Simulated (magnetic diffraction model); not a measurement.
# Which magnetic order? Li5Mn4

Space group P-3m1 (no. 164), a = 4.2600 Å, c = 7.9920 Å.

```csv
site,atom,x,y,z
2d,Mn,1/3,2/3,0.2975
2c,Mn,0,0,0.1673
2d,Li,1/3,2/3,0.9511
1b,Li,0,0,1/2
2d,Li,1/3,2/3,0.6132
```

The compound is invented for this exercise: a known structure type with other elements, its cell scaled to their sizes and not relaxed.

Only Mn is taken to order (form factors of Mn2+); orders and moment sizes are assumed, and not adapted to the symmetry. Radiation: neutrons of λ = 1.909 Å, 3° to 60°; isotropic B of 0.15 Å² (Mn) and 0.23 Å² (Li). The intensities are simulated: I ∝ L Σ (|F_N|² + |F_M⊥|²) for unpolarised neutrons, with F_M = 2.695 fm/μB × Σ f(s) S exp(2πi Q·r) exp(−B s²) at Q = H ± k (one set where k and −k are equivalent), only the part normal to Q counting and L = 1/(sin²θ cos θ). For collinear order S is the moment m, which repeats by lattice and centring translations R with the sign exp(−2πi k·R). Form factors are spin-only for 3d ions and dipole or tabulated for f ions, scattering lengths are Sears's of 1992, and absorption is left out. A label names one of the reflections at its angle. The strongest nuclear line in the range is 100, and lines under 0.2 are left out.

Above the ordering temperature:

```csv
2θ (°),index,I
27.64,(0 0 2),3.5
29.99,(1 0 0),1.6
33.11,(0 1 1),12.0
41.23,(1 0 2),2.9
52.46,(1 0 3),100.0
53.25,(1 1 0),97.7
```

Below it (cell unchanged):

```tsv
2θ (°)	I
6.85	52.5
20.64	0.4
27.64	3.5
29.99	1.6
30.80	36.0
33.11	12.0
34.74	1.7
36.69	10.3
41.23	2.9
46.54	5.4
49.42	0.2
52.46	100.0
53.25	97.7
53.76	7.8
57.71	0.4
58.89	2.7
```

**Question.** Find the propagation vector, then choose among these models:
A. collinear moments along [120], 1.46 μB on Mn; signs + at (1/3, 2/3, 0.2975), + at (2/3, 1/3, 0.7025), − at (0, 0, 0.1673), + at (0, 0, 0.8327)
B. collinear moments along [120], 1.46 μB on Mn; signs + at (1/3, 2/3, 0.2975), + at (2/3, 1/3, 0.7025), + at (0, 0, 0.1673), + at (0, 0, 0.8327)
C. collinear moments along [101], 1.46 μB on Mn; signs + at (1/3, 2/3, 0.2975), + at (2/3, 1/3, 0.7025), − at (0, 0, 0.1673), + at (0, 0, 0.8327)
D. collinear moments along [101], 1.46 μB on Mn; signs + at (1/3, 2/3, 0.2975), + at (2/3, 1/3, 0.7025), + at (0, 0, 0.1673), + at (0, 0, 0.8327)

The new lines index as (0 0 1/2) at 6.85°, (0 0 3/2) at 20.64°, (1 0 1/2) at 30.80° and (0 0 5/2) at 34.74°, that is as H ± k with k = (0 0 1/2). Half indices mean that the moments reverse under translations with k·R a half-integer, and the magnetic cell has twice the primitive volume.

Magnetic intensity, observed (below minus above) and for each model:

| 2θ (°) | index | observed | A | B | C | D |
| --- | --- | --- | --- | --- | --- | --- |
| 6.85 | (0 0 1/2) | 52.5 | 237.2 | 290.1 | 52.5 | 64.2 |
| 20.64 | (0 0 3/2) | 0.4 | 1.8 | 28.6 | 0.4 | 6.3 |
| 30.80 | (1 0 1/2) | 36.0 | 22.1 | 5.2 | 36.0 | 8.4 |
| 34.74 | (0 0 5/2) | 1.7 | 7.5 | 1.1 | 1.7 | 0.2 |
| 36.69 | (0 1 3/2) | 10.3 | 10.1 | 19.9 | 10.3 | 20.2 |
| 53.76 | (1 1 1/2) | 7.8 | 4.5 | 5.5 | 7.8 | 9.5 |
| 57.71 | (1 1 3/2) | 0.4 | 0.3 | 5.0 | 0.4 | 6.9 |
| 58.89 | (0 1 7/2) | 2.7 | 5.7 | 4.3 | 2.7 | 2.0 |

Model C matches.

The structure used: k = (0 0 1/2), collinear moments along [101], 1.46 μB on Mn; signs + at (1/3, 2/3, 0.2975), + at (2/3, 1/3, 0.7025), − at (0, 0, 0.1673), + at (0, 0, 0.8327).

[Logs are printed without paths, hosts, clocks, repeated set-up lines and the standing remarks that a program may print on its own settings, such as how far it seeks lower states.]
